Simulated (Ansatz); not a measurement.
# La3TlC (Pm-3m): following an unstable mode

Aim: this structure of La3TlC (Pm-3m) is to be tested for unstable modes, and one is followed downhill.

Calculated with Ansatz 0.2.0; DFT PBEsol, scalar-relativistic, plane waves, PAW; PAW set soft_1.

## (1) The starting structure

It takes space group Pm-3m (No. 221, cubic). Conventional cell: a = 5.163 Å, b = 5.163 Å, c = 5.163 Å, α = 90.00°, β = 90.00°, γ = 90.00°. Nearest to La lie 2 C at 2.58 Å and 8 La at 3.65 Å and 4 Tl at 3.65 Å. Tl has 12 La at 3.65 Å nearest. Nearest to C lie 6 La at 2.58 Å. Farther neighbours are not listed.

## (2) The dispersion

The cell comes from relaxations at this level that are not shown. Stability and thermal properties need the whole zone. Linear response on a 2×2×2 q mesh gives force constants as far as a supercell of that size would.

input.yaml

```yaml
crystal:
  lattice:
    - [5.1631067513, 0.0, 0.0]
    - [0.0, 5.1631067513, 0.0]
    - [0.0, 0.0, 5.1631067513]
  atoms:
    - { symbol: La, position: [0.5, 0.0, 0.5] }
    - { symbol: La, position: [0.0, 0.5, 0.5] }
    - { symbol: La, position: [0.5, 0.5, 0.0] }
    - { symbol: Tl, position: [0.0, 0.0, 0.0] }
    - { symbol: C, position: [0.5, 0.5, 0.5] }
kpoints:
  mp_grid: { grid: [8, 8, 8] }
hamiltonian:
  xc: pbesol
  pseudopotentials: { kind: paw, azcp: { folder: soft_1 }, xc_functional: pbe }
scf:
  occupations: { method: methfessel_paxton, width: 0.2 }
output:
  eigenvalues: true
phonons:
  method: dfpt
  qmesh: [2, 2, 2]
  temperatures: { t_max: 1000, t_step: 50 }
  qpath:
    path:
      - [[0.0, 0.0, 0.0], [0.0, 0.5, 0.0], [0.5, 0.5, 0.0], [0.0, 0.0, 0.0], [0.5, 0.5, 0.5], [0.0, 0.5, 0.0]]
      - [[0.5, 0.5, 0.5], [0.5, 0.5, 0.0]]
    npoints: 10
```

Launch:

```console
> ansatz run input.yaml --threads 4 --pin off --max-ram 10240MiB --backend cpu --events-out ev --progress --plain --runs-dir out
```

Numbers of over 12 decimals in the logs are rounded to 6 here.

What it wrote:

```text
Engine: ansatz 0.2.0, aarch64-unknown-linux-gnu
Pseudopotentials: kind: paw
Pseudopotential: La, paw, valence charge 11, recommended cutoff 420 eV (normal), soft_1/La.paw.azcp
Pseudopotential: Tl, paw, valence charge 13, recommended cutoff 420 eV (normal), soft_1/Tl.paw.azcp
Pseudopotential: C, paw, valence charge 4, recommended cutoff 420 eV (normal), soft_1/C.paw.azcp
Functional definition: PBEsol
  exchange = pbesol_x
  correlation = pbesol_c
Crystal: 5 atoms, lattice volume = 137.636 Å³
Basis set: ecut = 420 eV, 2721 PW (Γ), exchange–correlation on 72×72×72 points (8 copies of the dense FFT grid, shifted against one another)
Bands: 30, of which v1, the nominal top of the filled ones, is band 25 counted from 1 (24 counted from 0)
Symmetry: 48 space group operations
k-points: 35 of 512
Non-local potential: La, projectors of the file, l = 0: 3, l = 1: 2, l = 2: 2, l = 3: 3
Non-local potential: Tl, projectors of the file, l = 0: 2, l = 1: 2, l = 2: 2, l = 3: 1
Non-local potential: C, projectors of the file, l = 0: 2, l = 1: 2, l = 2: 1
PAW form: soft (Blöchl's): semilocal exchange-correlation on the pseudo side does not see the compensation charge
PAW frozen core: La, regenerated for the run's functional, and the local potential with it (the file was generated under x = pbe(κ = 0.804, μ = 0.219515), c = pbe(β = 0.066725))
PAW frozen core: Tl, regenerated for the run's functional, and the local potential with it (the file was generated under x = pbe(κ = 0.804, μ = 0.219515), c = pbe(β = 0.066725))
PAW frozen core: C, regenerated for the run's functional, and the local potential with it (the file was generated under x = pbe(κ = 0.804, μ = 0.219515), c = pbe(β = 0.066725))
PAW one-centre angular grid: La, 590 points (default); XC on 64 Gauss nodes
PAW one-centre angular grid: Tl, 590 points (default); XC on 64 Gauss nodes
PAW one-centre angular grid: C, 110 points (default); XC on 64 Gauss nodes
Initial density: superposition of atomic densities (chi_scale 0.1, normalization cell, long waves kept (reshape's long-wave potential 0.00 eV rms))
Initial wavefunctions: pseudopotential atomic-orbital guess
Functional: x = pbesol(κ = 0.804, μ = 0.123457), c = pbesol(β = 0.046)
SCF iter   1: F=—  HF=-30032.714279 eV  |F-HF|=—  |Δ(HF+E_count)|=         —  Δρ=5.15e-2  dr2=1.15e1  ethr=3.10e-3  ⟨swp⟩=4.9  Hψ=4517  notcnv=0
preconditioner: auto → Kerker (q_TF=auto, 2.305 Å⁻¹)  [metal: Δε(μ)=0.046 eV  Ē_g=10.708 eV  σ=0.200 eV  W_gap=0.19  n_scr=26 (ndim 8)  ℏωp=21.0 eV  f_vac=0.000  D(μ)=4.24/eV (n_scr^D=26)]
SCF iter   2: F=—  HF=-30030.649127 eV  |F-HF|=—  |Δ(HF+E_count)|=    2.07e0  S|Δr|=    0.00e0  Δρ=2.10e-2  dr2=1.80e0  ethr=3.10e-3  ⟨swp⟩=3.1  Hψ=2106  notcnv=0  defer=5
SCF iter   3: F=—  HF=-30030.282249 eV  |F-HF|=—  |Δ(HF+E_count)|=   3.67e-1  S|Δr|=    0.00e0  Δρ=9.19e-3  dr2=2.49e-1  ethr=3.10e-3  ⟨swp⟩=5.1  Hψ=6818  notcnv=0
automatic band count: the SCF goes on with 35 bands, as 30 were too few: they end inside the smearing window of the response
SCF iter   4: F=—  HF=-30030.224544 eV  |F-HF|=—  |Δ(HF+E_count)|=   5.77e-2  S|Δr|=    0.00e0  Δρ=1.98e-3  dr2=5.12e-3  ethr=4.99e-4  ⟨swp⟩=2.0  Hψ=1899  notcnv=0  defer=103
SCF iter   5: F=—  HF=-30030.224410 eV  |F-HF|=—  |Δ(HF+E_count)|=   1.34e-4  S|Δr|=    0.00e0  Δρ=6.94e-4  dr2=9.10e-4  ethr=1.02e-5  ⟨swp⟩=2.0  Hψ=2001  notcnv=0  defer=103
SCF iter   6: F=—  HF=-30030.224433 eV  |F-HF|=—  |Δ(HF+E_count)|=   2.36e-5  S|Δr|=    0.00e0  Δρ=2.91e-4  dr2=2.95e-4  ethr=1.82e-6  ⟨swp⟩=2.0  Hψ=1383  notcnv=0  defer=103
SCF iter   7: F=—  HF=-30030.224397 eV  |F-HF|=—  |Δ(HF+E_count)|=   3.68e-5  S|Δr|=    0.00e0  Δρ=7.19e-5  dr2=1.60e-5  ethr=5.90e-7  ⟨swp⟩=2.0  Hψ=1300  notcnv=0  defer=103
SCF iter   8: F=—  HF=-30030.224391 eV  |F-HF|=—  |Δ(HF+E_count)|=   5.32e-6  S|Δr|=    0.00e0  Δρ=1.70e-5  dr2=8.33e-7  ethr=3.20e-8  ⟨swp⟩=2.1  Hψ=1505  notcnv=0  defer=103
SCF iter   9: F=—  HF=-30030.224392 eV  |F-HF|=—  |Δ(HF+E_count)|=   7.64e-7  S|Δr|=    0.00e0  Δρ=7.18e-6  dr2=1.89e-7  ethr=1.67e-9  ⟨swp⟩=2.0  Hψ=1975  notcnv=0  defer=103
SCF iter  10: F=—  HF=-30030.224392 eV  |F-HF|=—  |Δ(HF+E_count)|=   2.55e-8  S|Δr|=    0.00e0  Δρ=1.69e-6  dr2=1.09e-8  ethr=3.78e-10  ⟨swp⟩=1.9  Hψ=1201  notcnv=0  defer=103
SCF iter  11: F=—  HF=-30030.224392 eV  |F-HF|=—  |Δ(HF+E_count)|=   1.65e-9  S|Δr|=    0.00e0  Δρ=3.13e-7  dr2=2.47e-10  ethr=2.18e-11  ⟨swp⟩=2.0  Hψ=1364  notcnv=0  defer=103
SCF iter  12: F=-30030.224392 eV  HF=-30030.224392 eV  |F-HF|=7.28e-12  |Δ(HF+E_count)|=  1.82e-11  S|Δr|=    0.00e0  Δρ=3.75e-8  dr2=1.19e-12  ethr=1.00e-12  ⟨swp⟩=16.5  Hψ=8530  notcnv=0
SCF 1 converged in 12 iterations: F = -30030.224392 eV  dr2 = 1.19e-12
  greatest PAW one-centre occupation: 0.971 electrons in one spin orbital (limit 2), on the La atom at site 2 (counted from 0), in its partial waves of l = 0
Initial density: read from a saved state, or passed on in memory by an earlier SCF of this step, an earlier step, the calling program or the single point that the run made first
iter 1 solved again at ethr=1.56e-7 eV; its pass at ethr=3.10e-3 eV (dr2=7.82e-5 eV) is discarded
SCF iter   1: F=—  HF=-30030.224393 eV  |F-HF|=—  |Δ(HF+E_count)|=         —  Δρ=5.30e-7  dr2=1.35e-10  ethr=1.56e-7  ⟨swp⟩=5.8  Hψ=8255  notcnv=0
eigensolver tolerance schedule: the retry pair's looser diagonalisation over-reported the residual by 580973.02 of it (diagonalisation noise at an unbounded share of the residual, at the tolerance the schedule requests for it); recorded, not acted on — ethr = c·dr2/N_el stays at c = 1.0e-1
preconditioner: auto → Kerker (q_TF=auto, 2.305 Å⁻¹)  [metal: Δε(μ)=0.024 eV  Ē_g=11.137 eV  σ=0.200 eV  W_gap=0.10  n_scr=26 (ndim 8)  ℏωp=21.0 eV  f_vac=0.000  D(μ)=3.99/eV (n_scr^D=26)]
SCF iter   2: F=—  HF=-30030.224392 eV  |F-HF|=—  |Δ(HF+E_count)|=   8.50e-7  S|Δr|=    0.00e0  Δρ=2.26e-7  dr2=2.81e-11  ethr=1.00e-12  ⟨swp⟩=4.2  Hψ=3762  notcnv=0
SCF iter   3: F=—  HF=-30030.224392 eV  |F-HF|=—  |Δ(HF+E_count)|=  1.46e-11  S|Δr|=    0.00e0  Δρ=1.56e-7  dr2=1.15e-11  ethr=1.00e-12  ⟨swp⟩=4.3  Hψ=2588  notcnv=0
SCF iter   4: F=-30030.224392 eV  HF=-30030.224392 eV  |F-HF|=1.09e-11  |Δ(HF+E_count)|=  1.82e-11  S|Δr|=    0.00e0  Δρ=1.06e-7  dr2=5.56e-12  ethr=1.00e-12  ⟨swp⟩=2.0  Hψ=2083  notcnv=0
SCF 2 converged in 4 iterations: F = -30030.224392 eV  dr2 = 5.56e-12
phonons: the bands overlap, so this run is a metal and interpolates without the dipole-dipole term. If the crystal is really an insulator or semiconductor, its LO-TO splitting is missing
NSCF: frozen V_eff on 35 k-points
WARN: eigensolver did not converge in 12 slots of this pass, the one above among them; of largest residual over every band (k=33): 1 band(s) unlocked (lowest unlocked band 34, counted from 0; max residual 3.17e-3 eV among the unlocked bands, 3.17e-3 eV over every band); of lowest unlocked band (k=1): band 34
NSCF: frozen V_eff on 125 k-points
DFPT response loops at q = (0, 0, 0) (fractional): preconditioner auto → Kerker (q_TF=auto, 2.305 Å⁻¹) (partly filled bands, converged f_vac=0.000); β = 1.00, the filter's whole step (`scf.mixing.beta` (0.50) is not read by the response loops under this deck's `scf.mixing.preconditioner`; to damp them name `kerker` or `kerker_dos`, under which they read `scf.mixing.beta`, and type it under 1.00, their step now; both keys bind the ground state too); Broyden in place of MSR1
NSCF: frozen V_eff on 250 k-points
DFPT response loops at q = (0, 0, -0.5) (fractional): mixed as the last ones told, above
NSCF: frozen V_eff on 250 k-points
DFPT response loops at q = (0, -0.5, -0.5) (fractional): mixed as the last ones told, above
NSCF: frozen V_eff on 250 k-points
DFPT response loops at q = (-0.5, -0.5, -0.5) (fractional): mixed as the last ones told, above
SCF converged after 12 iterations
Stability not checked: this state was not tested for a lower state beside it, because cold or Methfessel-Paxton smearing, or corrected tetrahedra, fill the levels in a way that the test cannot read (fill_not_monotonic; see scf.lower_state_search)
Free energy (F): -30030.224392 eV
Harris-Foulkes:  -30030.224392 eV  (|F-HF|=7.28e-12)
Internal energy: -30030.220714 eV  (E = F + TS)
E sigma→0 (E₀):  -30030.223472 eV
Entropy (-TS):   -0.003678 eV (-0.736 meV/atom)
Fermi energy:    11.180352 eV
--- Per-component energies (eV) ---
  E_band       = -71.651692
  E_kinetic    = 911.173836
  E_local      = -1827.044821  (includes V_loc(G=0)·N_el)
  E_nonlocal   = 606.996994
  E_hartree    = 663.064035
  E_xc         = -656.169163
  E_vxc        = -615.071287  (∫ρ·V_xc dr)
  E_paw        = -26122.304750  (= ΣΔE_a)
  E_vpaw       = -473.834454  (= ΣTr[D̂ρ^β])
  E_aug_tail   = -0.000030  (compensation charges beyond the density's cutoff)
  E_ewald      = -3606.503357
  E_core_change = 0.566542  (= ΣΔE_core)
  E_smearing   = -0.003678  (= −TS)
  E_closure    = -0.000000  (closes the sum)
  Σ components = -30030.224392   (vs F -30030.224392, Δ=0.00e0)
--- Band table (eV; the first three rows and the last of 35) ---
  k-point 0: bands = [... 21 lower, 10.7188, 10.7188, 10.7188, 11.2576, 11.2576, 11.2576, 12.2795, 12.2795, ... 6 higher]
  k-point 1: bands = [... 21 lower, 10.6748, 10.7475, 10.8474, 10.8939, 11.3101, 11.3101, 12.0588, 12.2415, ... 6 higher]
  k-point 2: bands = [... 21 lower, 10.6312, 10.6312, 10.8228, 11.2347, 11.2347, 11.2395, 12.0885, 12.3807, ... 6 higher]
  k-point 34: bands = [... 21 lower, 8.0626, 11.6316, 11.6316, 11.6316, 12.6576, 12.6576, 12.6576, 12.8522, ... 6 higher]
--- Phonons (Γ-DFPT): 4 representative perturbations + reference (Σ response iterations 13) ---
  ASR residual: 2.856e-5 → 0.000e0 eV/Å²; symmetrization residual: 1.604e-6 eV/Å²
  ASR residual per site (eV/Å²): 1.17e-5 1.17e-5 1.17e-5 2.30e-5 2.86e-5
  Γ frequencies (cm⁻¹): -151.12 -151.12 -151.12 -40.92 -40.92 -40.92 0.00 0.00 0.00 57.49 57.49 57.49 130.84 130.84 130.84
--- Phonons (arbitrary-q DFPT): 4 irreducible q on the 2×2×2 mesh ---
  q = [0.0000, 0.0000, 0.0000] (star 1, of the zone-centre solve; hermiticity 5.44e-7, symmetrization 2.81e-12): -151.12 -151.12 -151.12 -40.92 -40.92 -40.92 -0.00 -0.00 0.00 57.49 57.49 57.49 130.84 130.84 130.84
  q = [0.0000, 0.0000, -0.5000] (star 3, 9 solved perturbations in 975 linear systems a pass and spin channel, the states on 125 of 512 k-point pairs; hermiticity 2.56e-7, symmetrization 1.03e-8): -97.14 -97.14 45.11 45.11 58.64 58.91 66.94 66.94 70.35 70.35 87.61 130.06 130.06 130.85 377.55
  q = [0.0000, -0.5000, -0.5000] (star 3, 9 solved perturbations in 975 linear systems a pass and spin channel, the states on 125 of 512 k-point pairs; hermiticity 2.84e-7, symmetrization 4.61e-9): 14.18 55.16 55.16 56.09 66.29 66.29 70.89 70.89 98.94 104.91 109.06 153.72 242.96 371.08 371.08
  q = [-0.5000, -0.5000, -0.5000] (star 1, 4 solved perturbations in 350 linear systems a pass and spin channel, the states on 125 of 512 k-point pairs; hermiticity 1.52e-7, symmetrization 3.99e-10): -25.06 -25.06 -25.06 47.88 47.88 47.88 101.32 101.32 101.32 112.80 112.80 184.63 383.60 383.60 383.60
  sum rule: each row above includes the acoustic sum rule's correction from the zone centre's row sums; it moved no ω² by more than (0.80 cm⁻¹)²
  mesh force constants: q→R imaginary residual 2.49e-18; ASR residual 2.856e-5 → 0.000e0 eV/Å²; symmetrization residual 5.329e-15 eV/Å²
  interpolated dispersion: 62 rows × 15 modes
  density of states and harmonic sums: on the 12×12×12 q-mesh, interpolated from the force constants of a 2×2×2 supercell (no non-analytic term)
  largest difference from the sums on the solved wave vectors: F 3.68e-1 eV, S 4.91e-4 and C_V 1.25e-4 eV/K
  zero-point energy: 0.099098 eV/cell   skipped modes (ω ≤ 0): 102, of them read as no rigid motion or as one in doubt: 99 (8.154e-1 modes/cell left out, lowest -151.12 cm⁻¹)   left out of the sums: 5.45e-2 of the cell's modes: C_V's classical limit lies that fraction below 3 k_B per atom; for a crystal, a wire or a layer, F and S can be off by more, and a phonons.interpolated_qmesh denser along its periods is the remedy for the sampling
```

Wall time 7.8 min (4 threads of Arm Neoverse V1, shared host); peak memory 2 GiB.

Numbers from this step:

| Quantity | Value |
| --- | --- |
| volume per atom | 27.53 Å³ |
| gap on the k-mesh | 0 eV |
| sum-rule residual before enforcement | 2.86e-5 eV/Å² |
| lowest frequency on the path | -151.1 cm⁻¹ |
| point group | m-3m |
| highest frequency on the path or at a solved wavevector | 383.6 cm⁻¹ |
| highest optical mode at the zone centre (no LO-TO term) | 130.8 cm⁻¹ |
| lowest optical zone-centre mode | -151.1 cm⁻¹ |
| lowest mode on the q mesh (acoustic modes at Γ apart) | -151.1 cm⁻¹ |

Frequencies (cm⁻¹) solved at each irreducible wavevector; negative means imaginary. Frequencies by wavevector, by row:

```
q in reciprocal lattice units  star  mode 1  mode 2  mode 3  mode 4  mode 13  mode 14  mode 15
                        0 0 0     1  -151.1  -151.1  -151.1   -40.9    130.8    130.8    130.8
                     0 0 -0.5     3   -97.1   -97.1    45.1    45.1    130.1    130.8    377.6
                  0 -0.5 -0.5     3    14.2    55.2    55.2    56.1      243    371.1    371.1
               -0.5 -0.5 -0.5     1   -25.1   -25.1   -25.1    47.9    383.6    383.6    383.6
```

Interpolated from a 2×2×2 q mesh. Phonon branches along the path, in cm⁻¹:

```
    point  branch 1  branch 2  branch 3  branch 4  branch 12  branch 13  branch 14  branch 15
        Γ      -151      -151      -151       -41         58        131        131        131
  halfway      -119      -119        22        22        127        127        131        245
        X       -97       -97        45        45        130        130        131        378
  halfway        34        39        47        50        144        179        261        374
        M        14        55        55        56        154        243        371        371
  halfway        15        19        36        41        136        139        253        253
        Γ      -151      -151      -151       -41         58        131        131        131
  halfway         9        33        33        52        150        273        273        273
        R       -25       -25       -25        48        185        384        384        384
  halfway        25        28        37        53        159        292        292        376
        X       -97       -97        45        45        130        130        131        378
jump to R       -25       -25       -25        48        185        384        384        384
  halfway       -15        29        29        52        171        320        377        377
        M        14        55        55        56        154        243        371        371
```

Symmetry leaves 4 wavevectors to solve. The lowest mode among them, the acoustic zeros apart, lies at Γ and is imaginary, 151.1i cm⁻¹, so the energy falls along it.

## (3) The mode frozen in, largest atomic shift 0 Å

The mode followed lies at Γ with frequency 151.1i cm⁻¹ and is 3-fold degenerate, the softest among the wavevectors solved. At small amplitude the distorted cell has space group no. 38 by a symmetry search on the positions. The undistorted cell that holds it gives the zero of energy on the same k mesh.

input.yaml, the sections that differ from step 2:

```yaml
output:
  forces: true
  stress: true
  eigenvalues: true
# crystal, kpoints, hamiltonian, scf: as in step 2
# phonons: removed
```

What it wrote:

```text
[...]
Crystal: 5 atoms, lattice volume = 137.636 Å³
Basis set: ecut = 420 eV, 2721 PW (Γ), exchange–correlation on 72×72×72 points (8 copies of the dense FFT grid, shifted against one another)
Bands: 30, of which v1, the nominal top of the filled ones, is band 25 counted from 1 (24 counted from 0)
Symmetry: 48 space group operations
[...]
k-points: 35 of 512
[...]
k-point 0: bands = [... 21 lower, 10.7187, 10.7187, 10.7187, 11.2575, 11.2575, 11.2575, 12.2795, 12.2795, ... 1 higher]
  k-point 1: bands = [... 21 lower, 10.6748, 10.7475, 10.8474, 10.8939, 11.3100, 11.3100, 12.0588, 12.2415, ... 1 higher]
  k-point 2: bands = [... 21 lower, 10.6312, 10.6312, 10.8228, 11.2347, 11.2347, 11.2395, 12.0885, 12.3807, ... 1 higher]
  k-point 34: bands = [... 21 lower, 8.0626, 11.6316, 11.6316, 11.6316, 12.6576, 12.6576, 12.6576, 12.8522, ... 1 higher]
[key lines of the parts left out:]
SCF converged after 10 iterations
Free energy (F): -30030.224392 eV
Fermi energy:    11.180337 eV
P = ⅓ Tr σ = -0.0002 GPa (-0.002 kbar)
```

It took 3.6 s on 4 threads; peak memory 0.53 GiB; 14 s of CPU time.

Numbers from this step:

- pressure: -1.93e-4 GPa
- energy from the undistorted cell: 0 meV/atom

The run ends at a pressure of 0.00 GPa.

## (4) The mode frozen in, largest atomic shift 0.14 Å

The atoms are moved along the unstable eigenvector, the largest shift by 0.14 Å, with the cell fixed.

input.yaml, the sections that differ from step 3:

```yaml
crystal:
  lattice:
    - [5.1631067513, 0.0, 0.0]
    - [0.0, 5.1631067513, 0.0]
    - [0.0, 0.0, 5.1631067513]
  atoms:
    - { symbol: La, position: [0.5, -0.0006370153, 0.4996116466] }
    - { symbol: La, position: [0.0, 0.4996116466, 0.4996116466] }
    - { symbol: La, position: [0.5, 0.4996116466, -0.0006370153] }
    - { symbol: Tl, position: [0.0, -0.0001659627, -0.0001659627] }
    - { symbol: C, position: [0.5, 0.5191735236, 0.5191735236] }
# kpoints, hamiltonian, scf, output: as in step 3
```

What it wrote:

```text
[...]
Crystal: 5 atoms, lattice volume = 137.636 Å³
Basis set: ecut = 420 eV, 2721 PW (Γ), exchange–correlation on 72×72×72 points (8 copies of the dense FFT grid, shifted against one another)
Bands: 30, of which v1, the nominal top of the filled ones, is band 25 counted from 1 (24 counted from 0)
Symmetry: 4 space group operations
[...]
k-points: 105 of 512 (time reversal used)
[...]
k-point 0: bands = [... 21 lower, 10.7120, 10.7122, 10.7158, 11.2426, 11.4274, 11.4305, 12.2837, 12.2894, ... 1 higher]
  k-point 1: bands = [... 21 lower, 10.5142, 10.7442, 10.8534, 10.9844, 11.3866, 11.4431, 12.0655, 12.2540, ... 1 higher]
  k-point 2: bands = [... 21 lower, 10.4669, 10.6214, 10.8089, 11.2434, 11.2683, 11.3341, 12.0923, 12.3899, ... 1 higher]
  k-point 104: bands = [... 21 lower, 8.0807, 11.6405, 11.6436, 11.6462, 12.6202, 12.6371, 12.6450, 12.8401, ... 1 higher]
[key lines of the parts left out:]
SCF converged after 9 iterations
Free energy (F): -30030.229705 eV
Fermi energy:    11.219801 eV
P = ⅓ Tr σ = 0.0310 GPa (0.310 kbar)
```

Run time: 14 s. Hardware: 4 threads; peak memory 0.64 GiB; 56 s of CPU time.

This step gave:

* pressure: 0.03101 GPa
* energy from the undistorted cell: -1.142 meV/atom

The energy, extrapolated to zero smearing, is -1.14 meV/atom against the undistorted cell.

The run ends at a pressure of 0.03 GPa, with forces up to 0.031 eV/Å.

## (5) Energy along the mode, all amplitudes (two of the runs are shown above)

An imaginary frequency means negative curvature, so the energy should fall and then rise again as anharmonic terms take over.

Numbers from this step:

* depth at the lowest point sampled: 1.142 meV/atom
* largest atomic shift at that point: 0.14 Å

The energy from the parent by largest atomic shift:

```
largest atomic shift (Å)  energy from the parent (meV/atom)
                   0.000                                  0
                   0.040                             -0.162
                   0.080                              -0.56
                   0.140                              -1.14
                   0.220                             -0.324
                   0.320                               7.73
```

Displacement at unit largest shift by atom:

```
atom  x (Å)   y (Å)   z (Å)   size
 La1  0.000  -0.023  -0.014  0.027
 La2  0.000  -0.014  -0.014  0.020
 La3  0.000  -0.014  -0.023  0.027
 Tl4  0.000  -0.006  -0.006  0.008
  C5  0.000   0.707   0.707  1.000
```

The lowest of the steps tried is at 0.14 Å, 1.14 meV/atom below the parent; the bottom of the well need not coincide with a step.

(Part 1 of 3 ends here.)

[Logs are printed without paths, hosts, clocks, repeated set-up lines and the standing remarks that a program may print on its own settings, such as how far it seeks lower states.]

[Hosts, paths, dates, database ids (printed as entryN), source tags and the programs' standing remarks are cut or masked in the printed files.]
